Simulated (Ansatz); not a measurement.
# GaP wire along [110], 6 atoms a period, H-terminated: bands by functional and under strain, part 2 of 3

Wanted: the relaxed geometry and the bands of the GaP wire along [110], 6 atoms a period, H-terminated.

Ansatz 0.2.0; DFT PBE, plane waves, PAW; relaxation of a wire's period; PAW set soft_1 (the session's first sound run).

So far. Step 2 (Relaxing the period): The cell's length comes to 4.142 Å with spin left out.

## Step 3: The perfect wire

This step: DFT PBE, plane waves, PAW; bands of a perfect wire; PAW set soft_1 (Ansatz 0.2.0).

At the relaxed period the bands are computed along the axis; those that cross an energy going forward count the channels that a perfect wire would open there.

input.yaml reads:

```yaml
crystal:
  lattice:
    - [12.67, 0.0, 0.0]
    - [0.0, 13.276, 0.0]
    - [0.0, 0.0, 4.1424050139]
  atoms:
    - { symbol: H, position: [0.366198005, 0.249268284, 0.0] }
    - { symbol: Ga, position: [0.443982474, 0.340654184, 0.0] }
    - { symbol: H, position: [0.730866364, 0.50001083, 0.178416843] }
    - { symbol: H, position: [0.275040299, 0.50001083, 0.255741539] }
    - { symbol: P, position: [0.543507172, 0.63756882, 0.5] }
    - { symbol: P, position: [0.543507172, 0.36245284, 0.5] }
    - { symbol: H, position: [0.606705605, 0.726385207, 0.5] }
    - { symbol: H, position: [0.606705605, 0.273636453, 0.5] }
    - { symbol: Ga, position: [0.670105516, 0.50001083, 0.5] }
    - { symbol: H, position: [0.275040299, 0.50001083, 0.744258461] }
    - { symbol: H, position: [0.730866364, 0.50001083, 0.821583157] }
    - { symbol: P, position: [0.349627115, 0.50001083, 0.0] }
    - { symbol: H, position: [0.366198005, 0.750753376, 0.0] }
    - { symbol: Ga, position: [0.443982474, 0.659367476, 0.0] }
kpoints:
  mp_grid: { grid: [1, 1, 20] }
  band_path: { path: ["Γ", Z], npoints: 90 }
scf:
  occupations: { method: fermi_dirac, width: 0.05 }
hamiltonian:
  xc: pbe
  pseudopotentials: { kind: paw, azcp: { folder: soft_1 } }
output:
  dos: { e_range: [-5, 4] }
  write_potential: true
  write_density: true
  volumetric_format: npy
```

The run is started by

```
$ ansatz run input.yaml --threads 4 --pin off --max-ram 16384MiB --backend cpu --events-out ev --progress --plain --runs-dir out
```

Numbers of over 12 decimals in the logs are rounded to 6 here.

Output:

```text
[...]
Crystal: 14 atoms, lattice volume = 696.781 Å³
Basis set: ecut = 420 eV, 13587 PW (Γ)
Bands: 45, of which v1, the nominal top of the filled ones, is band 31 counted from 1 (30 counted from 0)
Symmetry: 4 space group operations
[...]
k-points: 11 of 20
[...]
SCF iter   1: F=—  HF=-13746.095502 eV  |F-HF|=—  |Δ(HF+E_count)|=         —  Δρ=3.62e-2  dr2=8.80e0  ethr=3.10e-3  ⟨swp⟩=9.8  Hψ=2705  notcnv=0  defer=6
[...]
SCF iter  10: F=-13743.175007 eV  HF=-13743.175007 eV  |F-HF|=1.09e-8  |Δ(HF+E_count)|=   1.90e-8  Δρ=1.19e-6  dr2=8.69e-9  ethr=1.61e-10  ⟨swp⟩=4.2  Hψ=1354  notcnv=0
SCF 1 converged in 10 iterations: F = -13743.175007 eV  dr2 = 8.69e-9
[...]
NSCF: frozen V_eff on 91 k-points
WARN: The output density's exchange-correlation potential varies sharply where the density is thin. Do not read a vacuum level from v_tot or v_xc, or from such a field of the output density. On a cell that repeats whose density bears no net charge and no dipole along the vacuum's axis use v_es (v_loc + v_h of the components); under efield.dipole_correction with no amplitude use v_es + v_field, which holds any externa [...]
SCF converged after 10 iterations
Free energy (F): -13743.175007 eV
[...]
Internal energy: -13743.175006 eV  (E = F + TS)
E sigma→0 (E₀):  -13743.175007 eV
Entropy (-TS):   -0.000001 eV (-0.000 meV/atom)
Fermi energy:    -1.471645 eV
[...]
--- Band table (eV; the first three rows and the last of 11) ---
  k-point 0: bands = [... 27 lower, -4.1589, -4.0712, -3.9628, -2.0832, -0.8573, -0.7842, 0.3187, 0.6679, ... 10 higher]
  k-point 1: bands = [... 27 lower, -4.1782, -4.1688, -3.9647, -2.1815, -0.7070, -0.6407, 0.3721, 0.6719, ... 10 higher]
  k-point 2: bands = [... 27 lower, -4.3981, -4.2507, -3.9783, -2.4186, -0.3221, -0.2645, 0.5245, 0.6751, ... 10 higher]
  k-point 10: bands = [... 27 lower, -4.8955, -4.6874, -4.4794, -3.9044, -0.1730, 0.9720, 1.1738, 1.1777, ... 10 higher]
```

Wall time 57 s (4 threads of Arm Neoverse V1, shared host); peak memory 1.9 GiB.

Numbers from this step:

```yaml
band_gap: 1.226 eV
```

The electronic bands at the labelled points (eV, zero at the Fermi level):

```tsv
point	band 28	band 29	band 30	band 31	band 32	band 33	band 34	band 35
Γ	-2.69	-2.60	-2.49	-0.61	0.61	0.69	1.79	2.14
halfway	-3.42	-3.25	-2.64	-1.75	1.81	2.45	2.49	2.58
Z	-3.42	-3.22	-3.01	-2.43	1.30	2.44	2.65	2.65
```

The gap is 1.23 eV, with spin left out.

On this path the gap is direct, 1.23 eV, with the valence top at Γ and the conduction bottom at Γ.

## Step 4: Levels at the same atoms, cutoff 500 eV, k-mesh 1×1×15

This step: DFT r2SCAN, plane waves, PAW; bands of a perfect wire at the PBE geometry; PAW set soft_1 (Ansatz 0.2.0).

The atoms stay at the PBE geometry and the functional changes. r2SCAN also reads the kinetic-energy density; it often gives larger moments and wider gaps than PBE, at a higher cost. Against the first PBE run of this kind, the cutoff is 500 eV against 420 and the mesh along the wire has 15 points against 20.

input.yaml, as its differences from that of step 3:

```diff
@@ -21,3 +21,3 @@
 kpoints:
-  mp_grid: { grid: [1, 1, 20] }
+  mp_grid: { grid: [1, 1, 15] }
   band_path: { path: ["Γ", Z], npoints: 90 }
@@ -26,8 +26,3 @@
 hamiltonian:
-  xc: pbe
+  xc: r2scan
   pseudopotentials: { kind: paw, azcp: { folder: soft_1 } }
-output:
-  dos: { e_range: [-5, 4] }
-  write_potential: true
-  write_density: true
-  volumetric_format: npy
```

Output:

```text
[...]
Crystal: 14 atoms, lattice volume = 696.781 Å³
Basis set: ecut = 500 eV, 17777 PW (Γ), exchange–correlation on 384×400×128 points (64 copies of the dense FFT grid, shifted against one another)
Bands: 45, of which v1, the nominal top of the filled ones, is band 31 counted from 1 (30 counted from 0)
Symmetry: 4 space group operations
[...]
k-points: 8 of 15
[...]
--- Band table (eV; the first three rows and the last of 8) ---
  k-point 0: bands = [... 27 lower, -4.4125, -4.3170, -4.2025, -2.2537, -0.7749, -0.6477, 0.5947, 0.9652, ... 10 higher]
  k-point 1: bands = [... 27 lower, -4.4839, -4.4511, -4.2080, -2.4196, -0.5134, -0.3910, 0.6955, 0.9735, ... 10 higher]
  k-point 2: bands = [... 27 lower, -4.8173, -4.5989, -4.2381, -2.7860, 0.1135, 0.2385, 0.9216, 1.0141, ... 10 higher]
  k-point 7: bands = [... 27 lower, -5.2046, -4.9830, -4.7169, -4.1142, -0.0506, 1.1763, 1.3107, 1.3783, ... 10 higher]
[key lines of the parts left out:]
SCF converged after 10 iterations
Free energy (F): -13776.132993 eV
Fermi energy:    -1.514707 eV
```

Run time: 1.8 min. Hardware: 4 threads; peak memory 3.2 GiB.

Numbers from this step:

```yaml
band_gap: 1.479 eV
```

The electronic bands at the labelled points (eV, zero at the Fermi level):

```tsv
point	band 28	band 29	band 30	band 31	band 32	band 33	band 34	band 35
Γ	-2.90	-2.80	-2.69	-0.74	0.74	0.87	2.11	2.48
halfway	-3.66	-3.48	-2.84	-1.91	2.02	2.74	2.75	2.88
Z	-3.68	-3.46	-3.22	-2.62	1.45	2.69	2.89	2.91
```

The gap is 1.48 eV, against 1.23 eV under PBE at the relaxed period.

## Step 5: Another level of theory, level HSE06, cutoff 420 eV

This step: DFT HSE06, plane waves, PAW; levels of a perfect wire at the PBE geometry; PAW set soft_1 (Ansatz 0.2.0).

The atoms stay at the PBE geometry and the functional changes. HSE06 mixes in a quarter of short-range exact exchange, which removes part of the self-interaction that closes gaps; it is dear, so the mesh is thinner and no path is run. Against the first PBE run of this kind, the mesh along the wire has 8 points against 20.

input.yaml, as its differences from that of step 4:

```diff
@@ -21,4 +21,3 @@
 kpoints:
-  mp_grid: { grid: [1, 1, 15] }
-  band_path: { path: ["Γ", Z], npoints: 90 }
+  mp_grid: { grid: [1, 1, 8] }
 scf:
@@ -26,3 +25,3 @@
 hamiltonian:
-  xc: r2scan
+  xc: hse06
   pseudopotentials: { kind: paw, azcp: { folder: soft_1 } }
```

Output:

```text
[...]
Crystal: 14 atoms, lattice volume = 696.781 Å³
Basis set: ecut = 420 eV, 13587 PW (Γ)
Bands: 45, of which v1, the nominal top of the filled ones, is band 31 counted from 1 (30 counted from 0)
Symmetry: 4 space group operations
[...]
k-points: 5 of 8
[...]
SCF iter   7: F=-13743.170107 eV  HF=-13743.170109 eV  |F-HF|=1.89e-6  |Δ(HF+E_count)|=   1.91e-5  Δρ=5.07e-5  dr2=1.10e-5  ethr=1.55e-7  ⟨swp⟩=4.0  Hψ=588  notcnv=0
[...]
Fermi energy:    -1.584319 eV
[...]
--- Band table (eV; the first three rows and the last of 5) ---
  k-point 0: bands = [... 27 lower, -4.8098, -4.6289, -4.5807, -2.6403, -0.5229]
  k-point 1: bands = [... 27 lower, -5.1065, -4.9761, -4.6128, -3.1159, 0.2887]
  k-point 2: bands = [... 27 lower, -5.5946, -5.3805, -4.7451, -3.8045, 0.7381]
  k-point 4: bands = [... 27 lower, -5.6138, -5.3883, -5.1207, -4.5112, 0.2136]
  guard bands above this table: 13 of the run's 45 bands. The solve was not asked for them (output.publish_guard_bands: true or output.eigenvalues: true publishes all)
[key lines of the parts left out:]
Free energy (F): -13746.422521 eV
```

Elapsed: 2.2 min, on 4 threads; peak memory 8.6 GiB.

This step gave:

| Quantity | Value |
| --- | --- |
| band gap | 2.117 eV |

The gap is 2.12 eV, against 1.23 eV under PBE at the relaxed period.

## Step 6: With spin-orbit coupling, k-mesh 1×1×13

This step: DFT PBE, plane waves, fully relativistic PAW; bands of a perfect wire with spin-orbit coupling; PAW set soft_1 (Ansatz 0.2.0).

Spin-orbit coupling mixes the spins and splits bands that cross or touch without it, so it can open or close channels. Fully relativistic datasets take the place of the scalar ones. Against the first PBE run of this kind, the mesh along the wire has 13 points against 20.

input.yaml, as its differences from that of step 5:

```diff
@@ -21,3 +21,4 @@
 kpoints:
-  mp_grid: { grid: [1, 1, 8] }
+  mp_grid: { grid: [1, 1, 13] }
+  band_path: { path: ["Γ", Z], npoints: 90 }
 scf:
@@ -25,3 +26,6 @@
 hamiltonian:
-  xc: hse06
-  pseudopotentials: { kind: paw, azcp: { folder: soft_1 } }
+  xc: pbe
+  pseudopotentials: { kind: paw_fr, azcp: { folder: soft_1 } }
+magnetization:
+  noncollinear: true
+  spin_orbit: true
```

Output:

```text
[...]
non-collinear run that drives no moment, with spin-orbit: no starting moment large enough to seed its density (crystal.atoms[].spin), no starting occupations that ask for one, no magnetisation constraint and no magnetic field, so the semilocal B_xc is pinned to zero
Crystal: 14 atoms, lattice volume = 696.781 Å³
Basis set: ecut = 420 eV, 13587 PW (Γ)
[...]
k-point 0: bands = [... 58 lower, -3.9596, -3.9596, -2.0838, -2.0838, -0.8575, -0.8575, -0.7844, -0.7844, ... 24 higher]
  k-point 1: bands = [... 58 lower, -3.9712, -3.9674, -2.3142, -2.2831, -0.5292, -0.5147, -0.4676, -0.4538, ... 24 higher]
  k-point 2: bands = [... 58 lower, -4.0095, -4.0073, -2.7510, -2.7049, 0.2148, 0.2269, 0.2710, 0.2862, ... 24 higher]
  k-point 6: bands = [... 58 lower, -4.4589, -4.4556, -3.8808, -3.8770, -0.1604, -0.1600, 0.9683, 0.9685, ... 24 higher]
[key lines of the parts left out:]
SCF converged after 10 iterations
Magnetization: |M| = 0.0000 μB,  M = (+0.0000, +0.0000, +0.0000) μB
Free energy (F): -13743.425813 eV
Fermi energy:    -1.475233 eV
```

Wall time 8.3 min (4 threads); peak memory 6.4 GiB; 33 min of CPU time.

This step gave:

| Quantity | Value |
| --- | --- |
| band gap | 1.226 eV |

The electronic bands at the labelled points (eV, zero at the Fermi level; v1 is the highest filled band, c1 the lowest empty one):

```tsv
point	v4	v3	v2	v1	c1	c2	c3	c4
Γ	-2.48	-2.48	-0.61	-0.61	0.62	0.62	0.69	0.69
halfway	-2.64	-2.63	-1.76	-1.72	1.81	1.81	2.45	2.46
Z	-3.00	-3.00	-2.43	-2.43	1.30	1.30	2.45	2.45
```

The gap is 1.23 eV, against 1.23 eV under PBE at the relaxed period, with no moment.

## Step 7: All levels side by side

Times are for 4 threads of Arm Neoverse V1, shared host. Results by setting:

```tsv
no.	run	band gap (eV)	time	memory (GiB)
1	lead	1.226	57 s	1.9
2	levels	1.479	1.8 min	3.2
3	levels	2.117	2.2 min	8.6
4	SOC	1.226	8.3 min	6.4
```

## Step 8: Strain along the wire, period over the relaxed period 0.94, k-mesh 1×1×16

This step: DFT PBE, plane waves, PAW; relaxation at a fixed period; PAW set soft_1 (Ansatz 0.2.0).

The period is set to 0.94 times the relaxed one and the atoms relax within it: strain changes bond lengths and angles, which shifts the bands against each other. Against the first PBE run of this kind, the mesh along the wire has 16 points against 20.

input.yaml, as its differences from that of step 6:

```diff
@@ -4,3 +4,3 @@
     - [0.0, 13.276, 0.0]
-    - [0.0, 0.0, 4.1424050139]
+    - [0.0, 0.0, 3.8938607131]
   atoms:
@@ -21,3 +21,3 @@
 kpoints:
-  mp_grid: { grid: [1, 1, 13] }
+  mp_grid: { grid: [1, 1, 16] }
   band_path: { path: ["Γ", Z], npoints: 90 }
@@ -27,5 +27,7 @@
   xc: pbe
-  pseudopotentials: { kind: paw_fr, azcp: { folder: soft_1 } }
-magnetization:
-  noncollinear: true
-  spin_orbit: true
+  pseudopotentials: { kind: paw, azcp: { folder: soft_1 } }
+relax:
+  max_steps: 40
+  f_tol: 0.02
+output:
+  stress: true
```

Output:

```text
Warning: output.stress: scf.convergence.dr2_threshold = 1e-7 eV (the SCF's general default) is looser than the 1.4e-9 eV advised for a printed stress (1e-10 eV for each atom of the cell: 14). What an SCF threshold leaves in a stress goes as its square root, and in the free energy as the threshold itself, and one threshold admits the most on a small cell: [figures from the program's tests cut] Every solve of this run  [...]
[...]
Crystal: 14 atoms, lattice volume = 654.974 Å³
Basis set: ecut = 420 eV, 12843 PW (Γ), exchange–correlation on 180×180×54 points (8 copies of the dense FFT grid, shifted against one another)
Bands: 45, of which v1, the nominal top of the filled ones, is band 31 counted from 1 (30 counted from 0)
Symmetry: 4 space group operations
[...]
k-points: 9 of 16
[...]
SCF iter   1: F=—  HF=-13745.930658 eV  |F-HF|=—  |Δ(HF+E_count)|=         —  Δρ=3.86e-2  dr2=9.23e0  ethr=3.10e-3  ⟨swp⟩=10.3  Hψ=2323  notcnv=0  defer=5
[...]
SCF iter   7: F=-13742.805673 eV  HF=-13742.805673 eV  |F-HF|=5.21e-7  |Δ(HF+E_count)|=   4.26e-6  Δρ=3.46e-5  dr2=8.69e-6  ethr=1.61e-8  ⟨swp⟩=4.6  Hψ=1719  notcnv=0
SCF 1 converged in 7 iterations: F = -13742.805673 eV  dr2 = 8.69e-6
[...]
relax step   1: F+E_penalty+E_count = -13742.80567291 eV  Δ(F+E_penalty+E_count) = +0.000e0 eV  max|allowed force component| = 1.098e0 eV/Å  Δτ_max = 0.0000 Å  (7 SCF iters, dr2 threshold 1.00e-5 eV, accepted)
[...]
SCF iter   5: F=-13742.932908 eV  HF=-13742.932912 eV  |F-HF|=3.79e-6  |Δ(HF+E_count)|=   1.21e-5  Δρ=2.47e-5  dr2=5.28e-6  ethr=1.01e-7  ⟨swp⟩=5.0  Hψ=1373  notcnv=0
SCF 2 converged in 5 iterations: F = -13742.932908 eV  dr2 = 5.28e-6
[...]
relax step   2: F+E_penalty+E_count = -13742.93290786 eV  Δ(F+E_penalty+E_count) = -1.272e-1 eV  max|allowed force component| = 5.863e-1 eV/Å  Δτ_max = 0.0629 Å  (5 SCF iters, dr2 threshold 7.54e-5 eV, accepted)
SCF iter   1: F=—  HF=-13742.949648 eV  |F-HF|=—  |Δ(HF+E_count)|=         —  Δρ=1.61e-3  dr2=9.75e-3  ethr=1.93e-4  ⟨swp⟩=4.4  Hψ=878  notcnv=0  defer=52
[...]
SCF iter   4: F=-13742.947865 eV  HF=-13742.947869 eV  |F-HF|=4.44e-6  |Δ(HF+E_count)|=   3.46e-5  Δρ=3.27e-5  dr2=8.95e-6  ethr=3.47e-8  ⟨swp⟩=4.1  Hψ=1638  notcnv=0
SCF 3 converged in 4 iterations: F = -13742.947865 eV  dr2 = 8.95e-6
[...]
relax step   3: F+E_penalty+E_count = -13742.94786487 eV  Δ(F+E_penalty+E_count) = -1.496e-2 eV  max|allowed force component| = 4.704e-2 eV/Å  Δτ_max = 0.0290 Å  (4 SCF iters, dr2 threshold 2.15e-5 eV, accepted)
SCF iter   1: F=—  HF=-13742.949947 eV  |F-HF|=—  |Δ(HF+E_count)|=         —  Δρ=1.11e-3  dr2=4.54e-3  ethr=7.96e-5  ⟨swp⟩=3.4  Hψ=865  notcnv=0  defer=44
[...]
SCF iter   7: F=-13742.949211 eV  HF=-13742.949210 eV  |F-HF|=1.66e-9  |Δ(HF+E_count)|=   1.99e-8  Δρ=8.84e-7  dr2=4.70e-9  ethr=1.61e-10  ⟨swp⟩=5.0  Hψ=1351  notcnv=0
SCF 4 converged in 7 iterations: F = -13742.949211 eV  dr2 = 4.70e-9
relax step   4: F+E_penalty+E_count = -13742.94921050 eV  Δ(F+E_penalty+E_count) = -1.346e-3 eV  max|allowed force component| = 1.875e-2 eV/Å  Δτ_max = 0.0212 Å  (7 SCF iters, accepted)
[...]
the band table was solved once a step of the walk had ended and its energy, with any forces and stress, was formed, with the checks that follow a solve (2637 applications of the Hamiltonian). They found nothing against the state; the energy, forces and stress were not computed again (output.eigenvalues in the input reference)
[...]
SCF converged after 7 iterations
Free energy (F): -13742.949211 eV
[...]
Internal energy: -13742.949189 eV  (E = F + TS)
E sigma→0 (E₀):  -13742.949200 eV
Entropy (-TS):   -0.000021 eV (-0.002 meV/atom)
Fermi energy:    -0.724973 eV
[...]
--- Forces (eV/Å), atoms counted from 1 ---
  atom   1  H     -0.00121889    -0.00787672     0.00000000
  atom   2  Ga     0.00912006     0.00094313     0.00000000
  atom   3  H     -0.00348637     0.00000000     0.00822995
  atom   4  H      0.01672887     0.00000000     0.00017576
  atom   5  P      0.00376935    -0.00247060     0.00000000
  atom   6  P      0.00376935     0.00247060     0.00000000
  atom   7  H     -0.00984221    -0.00101790     0.00000000
  atom   8  H     -0.00984221     0.00101790     0.00000000
  atom   9  Ga    -0.01138578     0.00000000     0.00000000
  atom  10  H      0.01672887     0.00000000    -0.00017576
  atom  11  H     -0.00348637     0.00000000    -0.00822995
  atom  12  P     -0.01875099     0.00000000     0.00000000
  atom  13  H     -0.00121889     0.00787672     0.00000000
  atom  14  Ga     0.00912006    -0.00094313     0.00000000
  max |Σ_I F_I| component: 4.83e-6 eV/Å
--- Stress (GPa, compression-positive) ---
       -0.042071       0.000000       0.000000
        0.000000       0.012916       0.000000
        0.000000       0.000000       1.821697
  P = ⅓ Tr σ = 0.5975 GPa (5.975 kbar)
--- Band table (eV; the first three rows and the last of 9) ---
  k-point 0: bands = [... 27 lower, -3.9918, -3.7963, -3.5223, -1.1620, -0.1346, 0.0258, 0.5449, 0.7201, ... 10 higher]
  k-point 1: bands = [... 27 lower, -3.9946, -3.9630, -3.7181, -1.3875, 0.1113, 0.2613, 0.6641, 0.7401, ... 10 higher]
  k-point 2: bands = [... 27 lower, -4.2962, -4.1652, -3.9995, -1.8772, 0.5621, 0.7667, 0.7945, 1.0653, ... 10 higher]
  k-point 8: bands = [... 27 lower, -4.9514, -4.4579, -4.4462, -3.7981, -0.2562, 1.0014, 1.2016, 1.2862, ... 10 higher]
--- Relaxed structure (4 steps of the walk, 4 accepted, 0 SCFs on fresh bases) ---
  F+E_penalty+E_count = -13742.94921050 eV   max|allowed force component| = 1.875e-2 eV/Å
  atoms:
    - { symbol: H, position: [0.361323, 0.250159, 0] }
    - { symbol: Ga, position: [0.440723, 0.340112, 0] }
    - { symbol: H, position: [0.738407, 0.50001083, 0.172085] }
    - { symbol: H, position: [0.271401, 0.50001083, 0.268089] }
    - { symbol: P, position: [0.546606, 0.637437, 0.5] }
    - { symbol: P, position: [0.546606, 0.362584, 0.5] }
    - { symbol: H, position: [0.608012, 0.727343, 0.5] }
    - { symbol: H, position: [0.608012, 0.272679, 0.5] }
    - { symbol: Ga, position: [0.672356, 0.50001083, 0.5] }
    - { symbol: H, position: [0.271401, 0.50001083, 0.731911] }
    - { symbol: H, position: [0.738407, 0.50001083, 0.827915] }
    - { symbol: P, position: [0.347032, 0.50001083, 0] }
    - { symbol: H, position: [0.361323, 0.749862, 0] }
    - { symbol: Ga, position: [0.440723, 0.659909, 0] }
```

Run time: 68 s. Hardware: 4 threads; peak memory 1.9 GiB.

(Continued in part 3 of 3.)

[Logs are printed without paths, hosts, clocks, repeated set-up lines and the standing remarks that a program may print on its own settings, such as how far it seeks lower states.]

[Hosts, paths, dates, database ids (printed as entryN), source tags and the programs' standing remarks are cut or masked in the printed files.]
